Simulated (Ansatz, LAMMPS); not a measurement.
# Elastic response of glassy 64SiO2-18MgO-9Li2O-9K2O (mol %) (155 atoms): runs compared

How stiff is glassy 64SiO2-18MgO-9Li2O-9K2O (mol %) (155 atoms), and how do its levels respond to strain?

Computed with Ansatz 0.2.0: Kohn-Sham DFT, PBE, PAW (set soft_2), plane waves.

## 1. The cell as built

The cell holds 155 atoms: 35 Si, 10 Mg, 10 Li, 10 K and 90 O. Its edges and angles: a = 12.664 Å, b = 12.664 Å, c = 12.664 Å, α = 90.0°, β = 90.0°, γ = 90.0°. 155 atoms (35 Si, 10 Mg, 10 Li, 10 K, 90 O) placed at random at 2.4 g/cm³, melted at 4000 K for 10 ps at fixed volume with the Morse and Coulomb pair potential with partial charges (Pedone, Malavasi, Menziani, Cormack and Segre, J. Phys. Chem. B 110, 11780 (2006)). Quenched from 4000 K to 300 K at 50 K/ps and fixed volume, held 10 ps at zero pressure.

What the set-up can't give: The quench rate of 50 K/ps is orders of magnitude faster than experiment, which tends to freeze in extra defects. The network of bonds at the start is that of the classical potential that made the cell, and needn't be the one that DFT or experiment would give. Sampling is at Γ alone.

## 2. The reference run

The reference is a single point at the end of the relaxation.

Every strained cell starts from the geometry of this run, and its atoms are relaxed with the cell held.

Its input, with most atom lines left out:

```yaml
crystal:
  lattice:
    - [12.45896, -0.01188, 0.00321]
    - [-0.01188, 12.96237, -0.0541]
    - [0.00321, -0.0541, 12.94694]
  atoms:
    - { symbol: Si, position: [0.62491, 0.80326, 0.78513] }
    - { symbol: Si, position: [0.57945, 0.2031, 0.29117] }
    - { symbol: Si, position: [0.06007, 0.81828, 0.1713] }
    - { symbol: Si, position: [0.88614, 0.26463, 0.44756] }
    - { symbol: Si, position: [0.00241, 0.84033, 0.40136] }
    - { symbol: Si, position: [0.60837, 0.06542, 0.49036] }
    - { symbol: Si, position: [0.0589, 0.99021, 0.0006] }
    [... atom lines 8 to 155 left out ...]
kpoints:
  mp_grid: { grid: [1, 1, 1] }
hamiltonian:
  xc: pbe
scf:
  occupations: { method: fixed }
output:
  forces: true
  stress: true
  populations: true
  dos:
    method: { smearing: { sigma: 0.1 } }
    de: 0.1
    projected: { site_lists: { K: [K], Li: [Li], Mg: [Mg], O: [O], Si: [Si] } }
  eigenvalues: true
  write_density: true
  write_potential: true
  volumetric_format: npy
```

| Item | Value |
| --- | --- |
| free energy per atom | -710.7276 eV/atom |
| r.m.s. force component | 0.00682 eV/Å |
| pressure | 0.0324 GPa |

Filled and empty levels are parted by 3.79 eV (at Γ alone); a semilocal functional tends to put such gaps too low. In a disordered cell it changes from sample to sample, and tail or defect levels can set it.

## 3. The runs

Each row is one run, on 4 threads of AMD EPYC 9R45, shared host. The free energy is the program's total, comparable only between runs with the same functional, potentials and atoms.

| run | atoms | outcome | ionic steps, all passes | free energy (eV) | time | host memory (GiB) |
| --- | --- | --- | --- | --- | --- | --- |
| Single point at the start | 155 | converged | - | -110147.544 | 11 s | 3.1 |
| Cell and atoms relaxed | 155 | converged | 30 | -110162.780 | 4.5 min | 3.2 |
| Single point at the relaxed geometry | 155 | converged | - | -110162.780 | 19 s | 3.5 |
| Volume -3 % | 155 | converged | 8 | -110162.497 | 1.8 min | 3.4 |
| Volume +3 % | 155 | converged | 16 | -110162.711 | 3.9 min | 3.6 |
| Volume -6 % | 155 | converged | 22 | -110161.625 | 4.9 min | 3.4 |
| Volume +6 % | 155 | converged | 16 | -110162.061 | 3.9 min | 3.6 |
| Volume -10 % | 155 | converged | 31 | -110159.944 | 6.7 min | 3.2 |
| Stretched by 1 % along x | 155 | converged | 17 | -110162.937 | 4 min | 3.5 |
| Compressed by 1 % along x | 155 | converged | 6 | -110162.743 | 82 s | 3.5 |

In some runs the program notes that the SCF threshold is loose for the stress.

## 4. Pressure against volume

Atoms are relaxed at each volume, in the scaled cell.

| volume change (%) | volume (Å³/atom) | energy change (meV/atom) | pressure (GPa) | largest move on relaxing (Å) | bonds | gap (eV) |
| --- | --- | --- | --- | --- | --- | --- |
| -10 | 12.140 | 18.30 | 4.72 | 1.11 | 293 | 4.02 |
| -6 | 12.680 | 7.46 | 3.00 | 0.67 | 282 | 4.01 |
| -3 | 13.085 | 1.83 | 1.57 | 0.13 | 275 | 3.92 |
| +0 | 13.489 | 0.00 | 0.03 | - | 266 | 3.79 |
| +3 | 13.894 | 0.45 | -1.21 | 0.92 | 267 | 3.62 |
| +6 | 14.299 | 4.64 | -1.96 | 0.89 | 260 | 3.48 |

## 5. Uniaxial strain and shear

Stress (GPa, compression positive) less that of the relaxed cell, atoms relaxed:

| strain | xx | yy | zz | xy | energy change (meV/atom) |
| --- | --- | --- | --- | --- | --- |
| stretched by 1 % along x | -0.468 | -0.418 | -0.259 | 0.074 | -1.01 |
| compressed by 1 % along x | 0.900 | 0.323 | 0.295 | 0.027 | 0.24 |

## 6. Outcome

The bulk modulus, from the slope of pressure against ln V over the three points nearest the relaxed volume, is 46.4 GPa; between neighbouring points the slope runs 39, 46, 51, 42 and 26 GPa from the smallest volume up, without a steady fall, so no pressure derivative is given. The count of bonds runs from 260 to 293 over the series, so at some points contacts cross the cutoffs. At -10 %, -6 %, +3 % and +6 % some atom moved by over 0.5 Å on relaxing, so those points may sit in another local minimum. The curvature of the energy over the same three points gives 30.0 GPa instead, so stress and energy disagree and the modulus is uncertain by that much. The gap goes from 4.02 eV at the smallest volume to 3.48 eV at the largest, -3.4 eV per unit of ln V by a straight line, on the run's k-points. Stretch and compression disagree (xx stress changes of -0.47 and 0.90 GPa), so C11 is only a mean of unlike responses. The cell stretched by 1 % along x ends below the relaxed cell in energy, so the reference wasn't the lowest nearby minimum and the moduli are doubtful. In the Cartesian axes of the cell, finite differences give C11 = 68.4, C12 = 37.1 and C13 = 27.7 GPa.

**Limits.** Strains are finite and relaxations stop at the force tolerance of the input, which can leave moduli too stiff; they are those of a static cell at zero temperature. Volumes are changed with the cell's shape held, so in an anisotropic solid the modulus lies over the one under free hydrostatic load. The program notes that the SCF threshold of the relaxations is loose for the stress.

The DFT runs together took 32 min of wall time.

[Logs are printed without paths, hosts, clocks, repeated set-up lines and the standing remarks that a program may print on its own settings, such as how far it seeks lower states.]

[Hosts, paths, dates, database ids (printed as entryN), source tags and the programs' standing remarks are cut or masked in the printed files.]
